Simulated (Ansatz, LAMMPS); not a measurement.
# Relaxing ionic liquid MMIM+ FSI- with water, from a frame at 450 K (134 atoms), part 2 of 3

Aim: bring ionic liquid MMIM+ FSI- with water, from a frame at 450 K (134 atoms) to a nearby minimum of the energy and see what moves.

Ansatz 0.2.0; Kohn-Sham DFT, PBEsol, PAW (set soft_2), plane waves.

The cell: 25 C, 15 N, 51 H, 10 S, 23 O and 10 F. The network of contacts between molecules at the start is that of the classical potential that made the cell. The functional has no dispersion term. The density was typed from a rule of thumb and may lie off the real one at this temperature. The Brillouin zone is sampled at Γ only, in a cell whose shortest periodic width is 12 Å.

So far. Step 3 (Single point at the start): Neighbours are counted within 1.34 Å (H-C), 1.21 Å (H-O), 1.77 Å (C-C), 1.79 Å (C-N), 1.93 Å (O-S), 2.02 Å (N-S), 1.98 Å (F-S).

### Step 4. Relaxation

The atoms are relaxed in the fixed cell, aiming at the force tolerance of the input.

input.yaml

```yaml
crystal:
  lattice:
    - [11.75894, 0.0, 0.0]
    - [0.0, 11.75894, 0.0]
    - [0.0, 0.0, 11.75894]
  atoms:
    [... the 134 atom lines of step 3 ...]
kpoints:
  mp_grid: { grid: [1, 1, 1] }
hamiltonian:
  xc: pbesol
scf:
  occupations: { method: fixed }
output:
  forces: true
relax:
  f_tol: 0.03
  max_steps: 200
```

Launch:

```
> ansatz run input.yaml --threads 4 --pin off --max-ram 8192MiB --backend cpu --events-out ev --progress --plain --runs-dir out
```

Numbers of over 12 decimals in the logs are rounded to 6 here.

Log:

```text
[...]
Crystal: 134 atoms, lattice volume = 1625.940 Å³
Basis set: ecut = 420 eV, 31799 PW (Γ), exchange–correlation on 160×160×160 points (8 copies of the dense FFT grid, shifted against one another)
Bands: 381, of which v1, the nominal top of the filled ones, is band 247 counted from 1 (246 counted from 0)
Symmetry: 1 space group operations
[...]
k-points: 1
[...]
SCF iter   1: F=—  HF=-42375.825526 eV  |F-HF|=—  |Δ(HF+E_count)|=         —  Δρ=9.25e-3  dr2=1.19e0  ethr=1.77e-3  ⟨swp⟩=5.0  Hψ=1307  notcnv=0  defer=129
[...]
SCF iter   3: F=—  HF=-42375.527716 eV  |F-HF|=—  |Δ(HF+E_count)|=   1.38e-3  Δρ=1.55e-3  dr2=4.99e-2  ethr=3.40e-5  ⟨swp⟩=2.0  Hψ=484  notcnv=0  defer=73
automatic band count: iteration 3 solves 322 bands in place of 381: the levels show a gap, and the empty bands left out lie too high to hold charge; the band table lists the bands solved (type scf.n_extra_bands for more)
SCF iter   4: F=—  HF=-42375.529854 eV  |F-HF|=—  |Δ(HF+E_count)|=   2.14e-3  Δρ=7.31e-4  dr2=1.02e-2  ethr=1.01e-5  ⟨swp⟩=3.0  Hψ=477  notcnv=0  defer=73
[...]
SCF iter   8: F=-42375.529798 eV  HF=-42375.529796 eV  |F-HF|=1.96e-6  |Δ(HF+E_count)|=   1.20e-5  Δρ=1.92e-5  dr2=6.43e-6  ethr=4.55e-9  ⟨swp⟩=5.0  Hψ=1017  notcnv=0
SCF 1 converged in 8 iterations: F = -42375.529798 eV  dr2 = 6.43e-6
[...]
relax step   1: F+E_penalty+E_count = -42375.52979812 eV  Δ(F+E_penalty+E_count) = +0.000e0 eV  max|allowed force component| = 5.746e0 eV/Å  Δτ_max = 0.0000 Å  (8 SCF iters, dr2 threshold 2.25e-5 eV, accepted)
[... from here on, the SCF cycles and remarks between the steps are left out ...]
relax step   2: F+E_penalty+E_count = -42381.23977408 eV  Δ(F+E_penalty+E_count) = -5.710e0 eV  max|allowed force component| = 3.781e0 eV/Å  Δτ_max = 0.1950 Å  (7 SCF iters, dr2 threshold 1.00e-4 eV, accepted)
relax step   3: F+E_penalty+E_count = -42383.40048703 eV  Δ(F+E_penalty+E_count) = -2.161e0 eV  max|allowed force component| = 1.612e0 eV/Å  Δτ_max = 0.1905 Å  (7 SCF iters, dr2 threshold 1.00e-4 eV, accepted)
relax step   4: F+E_penalty+E_count = -42384.22821175 eV  Δ(F+E_penalty+E_count) = -8.277e-1 eV  max|allowed force component| = 8.509e-1 eV/Å  Δτ_max = 0.1921 Å  (7 SCF iters, dr2 threshold 1.00e-4 eV, accepted)
relax step   5: F+E_penalty+E_count = -42384.63111236 eV  Δ(F+E_penalty+E_count) = -4.029e-1 eV  max|allowed force component| = 7.567e-1 eV/Å  Δτ_max = 0.1906 Å  (7 SCF iters, dr2 threshold 1.00e-4 eV, accepted)
relax step   6: F+E_penalty+E_count = -42384.84896448 eV  Δ(F+E_penalty+E_count) = -2.179e-1 eV  max|allowed force component| = 4.313e-1 eV/Å  Δτ_max = 0.1949 Å  (7 SCF iters, dr2 threshold 1.00e-4 eV, accepted)
relax step   7: F+E_penalty+E_count = -42384.91632532 eV  Δ(F+E_penalty+E_count) = -6.736e-2 eV  max|allowed force component| = 1.294e0 eV/Å  Δτ_max = 0.1932 Å  (7 SCF iters, dr2 threshold 6.04e-5 eV, accepted)
relax step   8: F+E_penalty+E_count = -42384.94570131 eV  Δ(F+E_penalty+E_count) = -2.938e-2 eV  max|allowed force component| = 2.323e0 eV/Å  Δτ_max = 0.1904 Å  (6 SCF iters, dr2 threshold 1.00e-4 eV, accepted)
relax step   9: F+E_penalty+E_count = -42385.12214724 eV  Δ(F+E_penalty+E_count) = -1.764e-1 eV  max|allowed force component| = 7.925e-1 eV/Å  Δτ_max = 0.2000 Å  (7 SCF iters, dr2 threshold 1.00e-4 eV, accepted)
relax step  10: F+E_penalty+E_count = -42385.20069202 eV  Δ(F+E_penalty+E_count) = -7.854e-2 eV  max|allowed force component| = 9.862e-1 eV/Å  Δτ_max = 0.1950 Å  (7 SCF iters, dr2 threshold 7.31e-5 eV, accepted)
relax step  11: F+E_penalty+E_count = -42385.27161012 eV  Δ(F+E_penalty+E_count) = -7.092e-2 eV  max|allowed force component| = 4.871e-1 eV/Å  Δτ_max = 0.1509 Å  (6 SCF iters, dr2 threshold 1.00e-4 eV, accepted)
relax step  12: F+E_penalty+E_count = -42385.33166192 eV  Δ(F+E_penalty+E_count) = -6.005e-2 eV  max|allowed force component| = 7.012e-1 eV/Å  Δτ_max = 0.1529 Å  (7 SCF iters, dr2 threshold 5.79e-5 eV, accepted)
relax step  13: F+E_penalty+E_count = -42385.36132802 eV  Δ(F+E_penalty+E_count) = -2.967e-2 eV  max|allowed force component| = 5.857e-1 eV/Å  Δτ_max = 0.1455 Å  (6 SCF iters, dr2 threshold 1.00e-4 eV, accepted)
relax step  14: F+E_penalty+E_count = -42385.35620513 eV  Δ(F+E_penalty+E_count) = +5.123e-3 eV  max|allowed force component| = 1.671e0 eV/Å  Δτ_max = 0.1974 Å  (6 SCF iters, dr2 threshold 1.00e-4 eV, rejected (line search))
relax step  15: F+E_penalty+E_count = -42385.42247323 eV  Δ(F+E_penalty+E_count) = -6.115e-2 eV  max|allowed force component| = 3.583e-1 eV/Å  Δτ_max = 0.0987 Å  (9 SCF iters, accepted)
relax step  16: F+E_penalty+E_count = -42385.46607816 eV  Δ(F+E_penalty+E_count) = -4.360e-2 eV  max|allowed force component| = 4.548e-1 eV/Å  Δτ_max = 0.0972 Å  (6 SCF iters, dr2 threshold 4.80e-5 eV, accepted)
relax step  17: F+E_penalty+E_count = -42385.50411582 eV  Δ(F+E_penalty+E_count) = -3.804e-2 eV  max|allowed force component| = 5.322e-1 eV/Å  Δτ_max = 0.1458 Å  (6 SCF iters, dr2 threshold 7.74e-5 eV, accepted)
[...]
relax step  85: F+E_penalty+E_count = -42386.24588166 eV  Δ(F+E_penalty+E_count) = -4.277e-3 eV  max|allowed force component| = 8.390e-2 eV/Å  Δτ_max = 0.0482 Å  (9 SCF iters, accepted)
relax step  86: F+E_penalty+E_count = -42386.24936360 eV  Δ(F+E_penalty+E_count) = -3.482e-3 eV  max|allowed force component| = 1.556e-1 eV/Å  Δτ_max = 0.0977 Å  (9 SCF iters, accepted)
[...]
relax step  89: F+E_penalty+E_count = -42386.25271365 eV  Δ(F+E_penalty+E_count) = +3.250e-4 eV  max|allowed force component| = 2.538e-1 eV/Å  Δτ_max = 0.0862 Å  (6 SCF iters, dr2 threshold 6.92e-5 eV, rejected (line search))
relax step  90: F+E_penalty+E_count = -42386.25641923 eV  Δ(F+E_penalty+E_count) = -3.381e-3 eV  max|allowed force component| = 1.454e-1 eV/Å  Δτ_max = 0.0421 Å  (9 SCF iters, accepted)
[...]
relax step  97: F+E_penalty+E_count = -42386.26385844 eV  Δ(F+E_penalty+E_count) = -7.407e-4 eV  max|allowed force component| = 3.552e-2 eV/Å  Δτ_max = 0.0262 Å  (8 SCF iters, accepted)
relax step  98: F+E_penalty+E_count = -42386.26486100 eV  Δ(F+E_penalty+E_count) = -1.003e-3 eV  max|allowed force component| = 6.738e-2 eV/Å  Δτ_max = 0.0549 Å  (9 SCF iters, accepted)
[...]
relax step 111: F+E_penalty+E_count = -42386.28520084 eV  Δ(F+E_penalty+E_count) = +1.363e-3 eV  max|allowed force component| = 6.728e-2 eV/Å  Δτ_max = 0.0512 Å  (7 SCF iters, dr2 threshold 1.70e-6 eV, rejected (line search))
relax step 112: F+E_penalty+E_count = -42386.28777317 eV  Δ(F+E_penalty+E_count) = -1.210e-3 eV  max|allowed force component| = 5.184e-2 eV/Å  Δτ_max = 0.0246 Å  (9 SCF iters, accepted)
[...]
relax step 118: F+E_penalty+E_count = -42386.29666272 eV  Δ(F+E_penalty+E_count) = -1.733e-3 eV  max|allowed force component| = 2.080e-1 eV/Å  Δτ_max = 0.0679 Å  (5 SCF iters, dr2 threshold 3.09e-5 eV, accepted)
relax step 119: F+E_penalty+E_count = -42386.30037074 eV  Δ(F+E_penalty+E_count) = -3.708e-3 eV  max|allowed force component| = 2.084e-1 eV/Å  Δτ_max = 0.0774 Å  (5 SCF iters, dr2 threshold 4.33e-5 eV, accepted)
relax step 120: F+E_penalty+E_count = -42386.30346213 eV  Δ(F+E_penalty+E_count) = -3.091e-3 eV  max|allowed force component| = 2.201e-1 eV/Å  Δτ_max = 0.1049 Å  (5 SCF iters, dr2 threshold 4.34e-5 eV, accepted)
relax step 121: F+E_penalty+E_count = -42386.30558636 eV  Δ(F+E_penalty+E_count) = -2.124e-3 eV  max|allowed force component| = 2.919e-1 eV/Å  Δτ_max = 0.1240 Å  (5 SCF iters, dr2 threshold 4.84e-5 eV, accepted)
relax step 122: F+E_penalty+E_count = -42386.30891005 eV  Δ(F+E_penalty+E_count) = -3.324e-3 eV  max|allowed force component| = 2.101e-1 eV/Å  Δτ_max = 0.0185 Å  (4 SCF iters, dr2 threshold 8.52e-5 eV, accepted)
relax step 123: F+E_penalty+E_count = -42386.28937927 eV  Δ(F+E_penalty+E_count) = +1.953e-2 eV  max|allowed force component| = 1.792e-1 eV/Å  Δτ_max = 0.2000 Å  (7 SCF iters, dr2 threshold 2.29e-5 eV, rejected (line search))
relax step 124: F+E_penalty+E_count = -42386.31344352 eV  Δ(F+E_penalty+E_count) = -4.533e-3 eV  max|allowed force component| = 6.264e-2 eV/Å  Δτ_max = 0.0735 Å  (10 SCF iters, accepted)
relax step 125: F+E_penalty+E_count = -42386.31532547 eV  Δ(F+E_penalty+E_count) = -1.882e-3 eV  max|allowed force component| = 5.013e-2 eV/Å  Δτ_max = 0.0831 Å  (9 SCF iters, accepted)
relax step 126: F+E_penalty+E_count = -42386.31701929 eV  Δ(F+E_penalty+E_count) = -1.694e-3 eV  max|allowed force component| = 1.011e-1 eV/Å  Δτ_max = 0.1163 Å  (9 SCF iters, accepted)
relax step 127: F+E_penalty+E_count = -42386.31807264 eV  Δ(F+E_penalty+E_count) = -1.053e-3 eV  max|allowed force component| = 4.485e-2 eV/Å  Δτ_max = 0.0340 Å  (5 SCF iters, dr2 threshold 6.55e-6 eV, accepted)
relax step 128: F+E_penalty+E_count = -42386.31922019 eV  Δ(F+E_penalty+E_count) = -1.148e-3 eV  max|allowed force component| = 7.244e-2 eV/Å  Δτ_max = 0.0553 Å  (9 SCF iters, accepted)
relax step 129: F+E_penalty+E_count = -42386.32012837 eV  Δ(F+E_penalty+E_count) = -9.082e-4 eV  max|allowed force component| = 7.317e-2 eV/Å  Δτ_max = 0.0467 Å  (7 SCF iters, dr2 threshold 1.03e-6 eV, accepted)
relax step 130: F+E_penalty+E_count = -42386.32091265 eV  Δ(F+E_penalty+E_count) = -7.843e-4 eV  max|allowed force component| = 2.741e-2 eV/Å  Δτ_max = 0.0532 Å  (6 SCF iters, dr2 threshold 5.35e-6 eV, accepted)
relax step 131: F+E_penalty+E_count = -42386.32091478 eV  Δ(F+E_penalty+E_count) = -2.125e-6 eV  max|allowed force component| = 2.763e-2 eV/Å  Δτ_max = 0.0000 Å  (4 SCF iters, accepted)
SCF converged after 4 iterations
Free energy (F): -42386.320915 eV
[...]
Internal energy: -42386.320915 eV  (E = F + TS)
E sigma→0 (E₀):  -42386.320915 eV
Fermi energy:    -0.323080 eV
[...]
--- Forces (eV/Å), atoms counted from 1 ---
  atom   1  C     -0.00044742    -0.00003026    -0.00055574
  atom   2  N      0.00387505    -0.00164855     0.01018543
  atom   3  C     -0.00379698     0.00191216    -0.00868359
  atom   4  C     -0.00291571     0.00052298    -0.00193457
  atom   5  N      0.00264019    -0.00273856     0.00696025
  atom   6  C     -0.00051408    -0.00351791     0.00032090
  atom   7  C      0.00135123     0.00751128    -0.00663660
  atom   8  H     -0.00119320    -0.00018069    -0.00056701
  atom   9  H      0.00157278     0.00066519     0.00101682
  atom  10  H      0.00182318    -0.00004674    -0.00032256
  atom  11  H      0.00245949     0.00057327     0.00063634
  atom  12  H     -0.00053065    -0.00078544    -0.00014867
  atom  13  H      0.00087237     0.00065813     0.00188097
  atom  14  H     -0.00030939     0.00149911    -0.00053700
[...]
atom 133  H     -0.00550487     0.00140722     0.00324522
  atom 134  H      0.00514861     0.00366056     0.00132597
  max |Σ_I F_I| component: 2.55e-5 eV/Å
--- Relaxed structure (131 steps of the walk, 122 accepted, 0 SCFs on fresh bases) ---
  F+E_penalty+E_count = -42386.32091478 eV   max|allowed force component| = 2.763e-2 eV/Å
  atoms:
    - { symbol: C, position: [0.242816, 0.792691, 0.906478] }
    - { symbol: N, position: [0.336341, 0.779244, 0.826880] }
    - { symbol: C, position: [0.328829, 0.727784, 0.722079] }
    - { symbol: C, position: [0.433008, 0.737267, 0.672004] }
[...]
- { symbol: H, position: [0.690362, 0.707894, 1.065464] }
```

Run time: 20 min. Hardware: 4 threads of Arm Neoverse V2, shared host; peak memory 1.8 GiB.

The steps of the relaxation (22 of 131):

| step | energy less that of the first step (eV) | largest force component (eV/Å) |
| --- | --- | --- |
| 1 | 0.0000 | 5.7464 |
| 7 | -9.3865 | 1.2939 |
| 13 | -9.8315 | 0.5857 |
| 20 | -10.0343 | 0.1640 |
| 26 | -10.1215 | 0.1394 |
| 32 | -10.1856 | 0.1086 |
| 38 | -10.2184 | 0.2192 |
| 44 | -10.2750 | 0.1532 |
| 51 | -10.3614 | 0.6437 |
| 57 | -10.4530 | 0.4534 |
| 63 | -10.5610 | 0.1404 |
| 69 | -10.6455 | 0.2172 |
| 75 | -10.6756 | 0.2594 |
| 81 | -10.7030 | 0.4363 |
| 88 | -10.7232 | 0.2631 |
| 94 | -10.7321 | 0.0699 |
| 100 | -10.7370 | 0.1920 |
| 106 | -10.7485 | 0.1659 |
| 112 | -10.7580 | 0.0518 |
| 119 | -10.7706 | 0.2084 |
| 125 | -10.7855 | 0.0501 |
| 131 | -10.7911 | 0.0276 |

Relaxation steps 14, 18, 46, 58, 77, 84, 89, 111 and 1 more were tried and not accepted.

The atoms that moved most (Å):

| atom | dx | dy | dz | length |
| --- | --- | --- | --- | --- |
| F107 | -3.116 | 0.404 | -0.519 | 3.185 |
| O106 | -0.343 | 1.924 | 2.438 | 3.125 |
| F121 | -1.948 | 1.076 | 1.966 | 2.969 |
| H75 | 2.285 | 1.012 | -1.553 | 2.943 |
| H24 | 0.015 | 2.595 | 0.100 | 2.597 |
| H46 | 0.514 | 0.356 | -2.396 | 2.476 |
| H76 | 1.670 | 0.534 | -1.679 | 2.428 |
| H30 | 2.124 | -0.564 | -0.568 | 2.270 |

The relaxation changed the energy by -80.5 meV/atom, and atoms moved by 1.5 Å r.m.s., 3.2 Å at most.

### Step 5. Distances and neighbours after relaxation

Bonds before and after, by the cutoffs listed below:

| pair | bonds before | bonds after | mean before (Å) | mean after (Å) | spread before (Å) | spread after (Å) |
| --- | --- | --- | --- | --- | --- | --- |
| H-C | 45 | 45 | 1.095 | 1.096 | 0.030 | 0.005 |
| H-O | 6 | 6 | 1.000 | 0.985 | 0.000 | 0.006 |
| C-C | 5 | 5 | 1.370 | 1.365 | 0.023 | 0.001 |
| C-N | 30 | 30 | 1.388 | 1.388 | 0.057 | 0.048 |
| O-S | 20 | 20 | 1.447 | 1.440 | 0.028 | 0.004 |
| N-S | 10 | 10 | 1.573 | 1.579 | 0.028 | 0.010 |
| F-S | 10 | 10 | 1.595 | 1.601 | 0.036 | 0.009 |

Density 1.47 g/cm³, 12.13 Å³ an atom.

g(r), total and by pair (bins of 0.2 Å):

| r (Å) | total | H-H | H-C | H-O | H-N | H-F | H-S |
| --- | --- | --- | --- | --- | --- | --- | --- |
| 0.90 | 0.45 | 0.00 | 0.00 | 3.48 | 0.00 | 0.00 | 0.00 |
| 1.10 | 2.77 | 0.00 | 19.50 | 0.00 | 0.00 | 0.00 | 0.00 |
| 1.30 | 0.98 | 0.00 | 0.00 | 0.00 | 0.00 | 0.00 | 0.00 |
| 1.50 | 1.57 | 0.60 | 0.00 | 0.00 | 0.00 | 0.00 | 0.00 |
| 1.70 | 0.64 | 3.16 | 0.00 | 0.38 | 0.00 | 0.00 | 0.00 |
| 1.90 | 0.30 | 1.50 | 0.00 | 0.60 | 0.00 | 0.00 | 0.00 |
| 2.10 | 1.07 | 0.22 | 0.00 | 0.76 | 9.42 | 0.00 | 0.00 |
| 2.30 | 0.81 | 0.36 | 1.02 | 1.57 | 0.16 | 0.23 | 0.00 |
| 2.50 | 1.15 | 1.11 | 0.38 | 0.62 | 0.27 | 0.61 | 0.00 |
| 2.70 | 0.60 | 1.14 | 1.05 | 1.22 | 0.11 | 0.86 | 0.00 |
| 2.90 | 0.74 | 0.89 | 1.87 | 1.23 | 0.40 | 0.75 | 0.75 |
| 3.10 | 0.76 | 0.89 | 0.79 | 0.97 | 0.26 | 1.32 | 1.03 |
| 3.30 | 1.15 | 0.55 | 2.35 | 0.87 | 1.09 | 0.93 | 2.06 |
| 3.50 | 0.94 | 1.30 | 0.82 | 0.67 | 0.48 | 0.82 | 1.44 |
| 3.70 | 0.91 | 1.08 | 0.74 | 1.12 | 0.87 | 0.46 | 1.29 |
| 3.90 | 1.06 | 1.16 | 0.86 | 1.02 | 1.66 | 1.33 | 1.00 |
| 4.10 | 1.01 | 0.71 | 1.37 | 1.15 | 1.70 | 1.44 | 0.98 |
| 4.30 | 1.06 | 1.03 | 1.14 | 1.04 | 1.25 | 1.30 | 1.38 |
| 4.50 | 1.12 | 0.83 | 0.87 | 1.17 | 1.13 | 1.06 | 1.13 |
| 4.70 | 0.96 | 0.77 | 1.11 | 1.02 | 1.16 | 0.92 | 0.92 |
| 4.90 | 1.09 | 1.23 | 0.74 | 1.12 | 1.13 | 1.06 | 1.05 |
| 5.10 | 1.06 | 1.01 | 1.13 | 1.00 | 0.71 | 1.56 | 1.41 |
| 5.30 | 1.06 | 1.08 | 0.74 | 1.03 | 0.72 | 1.04 | 1.41 |
| 5.50 | 1.01 | 0.95 | 0.97 | 0.91 | 1.12 | 0.97 | 1.00 |
| 5.70 | 0.95 | 0.87 | 0.89 | 0.92 | 0.78 | 1.14 | 0.97 |

Bonds by pair of elements; cutoffs follow the first minimum of g(r), held within bounds set by covalent radii, and pairs that aren't listed don't count as bonded:

| pair A-B | cutoff (Å) | bonds | mean length (Å) | spread (Å) | shortest (Å) | B about A | A about B |
| --- | --- | --- | --- | --- | --- | --- | --- |
| H-C | 1.34 | 45 | 1.10 | 0.005 | 1.09 | 0.882 | 1.8 |
| H-O | 1.21 | 6 | 0.985 | 0.006 | 0.98 | 0.118 | 0.261 |
| C-C | 1.77 | 5 | 1.36 | 0.001 | 1.36 | 0.4 | 0.4 |
| C-N | 1.79 | 30 | 1.39 | 0.048 | 1.33 | 1.2 | 2 |
| O-S | 1.88 | 20 | 1.44 | 0.004 | 1.43 | 0.87 | 2 |
| N-S | 1.98 | 10 | 1.58 | 0.01 | 1.55 | 0.667 | 1 |
| F-S | 1.98 | 10 | 1.60 | 0.009 | 1.58 | 1 | 1 |

How many atoms have how many bonded neighbours:

| element | mean | 1 | 2 | 3 | 4 |
| --- | --- | --- | --- | --- | --- |
| C | 3.4 | 0 | 0 | 15 | 10 |
| F | 1 | 10 | 0 | 0 | 0 |
| H | 1 | 51 | 0 | 0 | 0 |
| N | 2.67 | 0 | 5 | 10 | 0 |
| O | 1.13 | 20 | 3 | 0 | 0 |
| S | 4 | 0 | 0 | 0 | 10 |

Bond angles, per cent of each kind in bins of 5°:

| angle (°) | H-C-N | C-N-C | H-C-H | F-S-O | N-S-O |
| --- | --- | --- | --- | --- | --- |
| 100–105 | 0.0 | 0.0 | 0.0 | 90.0 | 0.0 |
| 105–110 | 48.0 | 33.3 | 66.7 | 10.0 | 35.0 |
| 110–115 | 12.0 | 0.0 | 33.3 | 0.0 | 25.0 |
| 115–120 | 0.0 | 0.0 | 0.0 | 0.0 | 40.0 |
| 120–125 | 22.0 | 6.7 | 0.0 | 0.0 | 0.0 |
| 125–130 | 18.0 | 60.0 | 0.0 | 0.0 | 0.0 |

Bond angles (no mean is given where the spread exceeds 20°):

| angle | count | mean (°) | spread (°) |
| --- | --- | --- | --- |
| H-C-N | 50 | 115 | 7.3 |
| C-N-C | 30 | 120 | 7.7 |
| H-C-H | 30 | 110 | 0.8 |
| F-S-O | 20 | 104 | 0.8 |
| N-S-O | 20 | 113 | 3.6 |

Bond length by coordination (bonds to H left out):

| element | coordination | atoms | mean bond length (Å) |
| --- | --- | --- | --- |
| C | 3 | 15 | 1.36 |
| C | 4 | 10 | 1.45 |
| N | 2 | 5 | 1.58 |
| N | 3 | 10 | 1.39 |
| O | 1 | 20 | 1.44 |

Rings of the network by King's shortest-path rule, up to 12 atoms, one path for each pair of neighbours; H, halogens, alkali and alkaline-earth atoms are left out, and the last column divides by all other atoms, bonded or not:

| ring size (atoms) | rings | per network atom |
| --- | --- | --- |
| 5 | 5 | 0.068 |

With the cutoffs above, 60 % of C atoms have 3, all F atoms have 1, all H atoms have 1 and 67 % of N atoms have 3 bonded neighbours. The H-C-N angle averages 115° with a spread of 7°. All rings counted have 5 atoms.

[end of part 2 of 3]

[Logs are printed without paths, hosts, clocks, repeated set-up lines and the standing remarks that a program may print on its own settings, such as how far it seeks lower states.]

[Hosts, paths, dates, database ids (printed as entryN), source tags and the programs' standing remarks are cut or masked in the printed files.]
